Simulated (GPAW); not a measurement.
Consider TiB2 (P6/mmm).

```xyz
3
Lattice="3.0292 0.0000 0.0000 -1.5146 2.6234 0.0000 0.0000 0.0000 3.2284" Properties=species:S:1:pos:R:3 pbc="T T T"
Ti    0.0000    0.0000    0.0000
B     1.5146    0.8745    1.6142
B     0.0000    1.7489    1.6142
```

Absorber: atom 2, with 3 B at 1.75 Å (trigonal planar, site symmetry -6m2). Method: GPAW, PBE, excited-electron core hole (neutral cell), 18-atom cell with 5.2 Å between holes, 7×7×5 k points, dipole transitions, Gaussian full width 0.9 eV up to 4 eV, rising linearly to 3.5 eV at 25 eV.

**Question.** Where do the maxima of the B K edge fall?

Main maxima up to 24 eV above the zero (height): 2.5 eV (1.06), 4.1 eV (1.23), 5.6 eV (1.17), 8.6 eV (1.55) and 12.1 eV (1.06). A K edge sees empty p states on the absorber. The total-energy difference is 193.25 eV. One term is added: -5.59 eV, since the hole is spin-paired here and a spin-polarised one costs that much less in the free atom (computed apart). The photon energy is then 187.66 eV. The functional leaves an error of a few eV in such absolute values.

The B K spectrum (energy from the lowest empty level; intensity scaled to a mean of 1 over the first 20 eV; polarised curves are means over the symmetry-equivalent atoms):

```tsv
E (eV)	isotropic	ε ⊥ c	ε ∥ c
-2.0	0.00	0.00	0.00
-1.5	0.00	0.00	0.00
-1.0	0.00	0.00	0.00
-0.5	0.04	0.03	0.05
0.0	0.23	0.21	0.28
0.5	0.52	0.49	0.57
1.0	0.80	0.79	0.82
1.5	0.97	1.02	0.86
2.0	1.00	1.10	0.79
2.5	1.06	1.10	0.99
3.0	0.98	0.83	1.29
3.5	0.99	0.52	1.94
4.0	1.22	0.37	2.91
4.5	1.08	0.24	2.77
5.0	1.01	0.27	2.49
5.5	1.16	0.54	2.39
6.0	1.11	0.89	1.54
6.5	1.09	1.21	0.85
7.0	1.19	1.51	0.54
7.5	1.35	1.82	0.40
8.0	1.49	2.05	0.36
8.5	1.55	2.12	0.41
9.0	1.53	2.05	0.48
9.5	1.42	1.85	0.54
10.0	1.24	1.57	0.57
10.5	1.08	1.34	0.56
11.0	1.02	1.25	0.56
11.5	1.04	1.25	0.61
12.0	1.06	1.24	0.70
12.5	1.05	1.18	0.81
13.0	1.05	1.11	0.93
13.5	1.05	1.05	1.05
14.0	1.04	1.00	1.12
14.5	1.02	0.98	1.12
15.0	1.02	1.01	1.05
15.5	1.03	1.09	0.91
16.0	1.04	1.18	0.76
16.5	1.02	1.23	0.60
17.0	0.94	1.18	0.47
17.5	0.80	1.03	0.36
18.0	0.62	0.80	0.27
18.5	0.44	0.56	0.21
19.0	0.30	0.36	0.17
19.5	0.21	0.23	0.17
20.0	0.18	0.16	0.21
20.5	0.18	0.13	0.28
21.0	0.21	0.13	0.38
21.5	0.25	0.13	0.48
22.0	0.29	0.15	0.58
22.5	0.34	0.18	0.66
23.0	0.38	0.21	0.71
23.5	0.42	0.26	0.75
24.0	0.46	0.31	0.76
24.5	0.50	0.37	0.76
25.0	0.54	0.43	0.75
25.5	0.58	0.50	0.73
26.0	0.62	0.57	0.72
26.5	0.65	0.63	0.70
27.0	0.68	0.69	0.68
27.5	0.70	0.73	0.65
28.0	0.70	0.74	0.63
28.5	0.69	0.73	0.61
29.0	0.67	0.71	0.59
29.5	0.65	0.67	0.59
30.0	0.63	0.64	0.61
30.5	0.62	0.61	0.63
31.0	0.61	0.58	0.67
31.5	0.60	0.54	0.71
32.0	0.58	0.50	0.75
```

The holes are only 5.2 Å apart, so the shape is probably not converged with cell size; no larger cell was run here. The structure is a published determination, not relaxed.

[Banner, clock and machine lines of the logs are left out without a mark of their own.]

[Logs are printed without paths, hosts, clocks, repeated set-up lines and the standing remarks that a program may print on its own settings, such as how far it seeks lower states.]

[Hosts, paths, dates, database ids (printed as entryN), source tags and the programs' standing remarks are cut or masked in the printed files.]

[Lists of maxima count a maximum above −3 eV only where it reaches 4 % of the highest in the window and stands out from its surroundings by 2 % of it (1.5 % where it reaches 55 %); shoulders and weaker maxima are passed over, and of the rest the first, up to two pre-edge ones and the few strongest are named.]
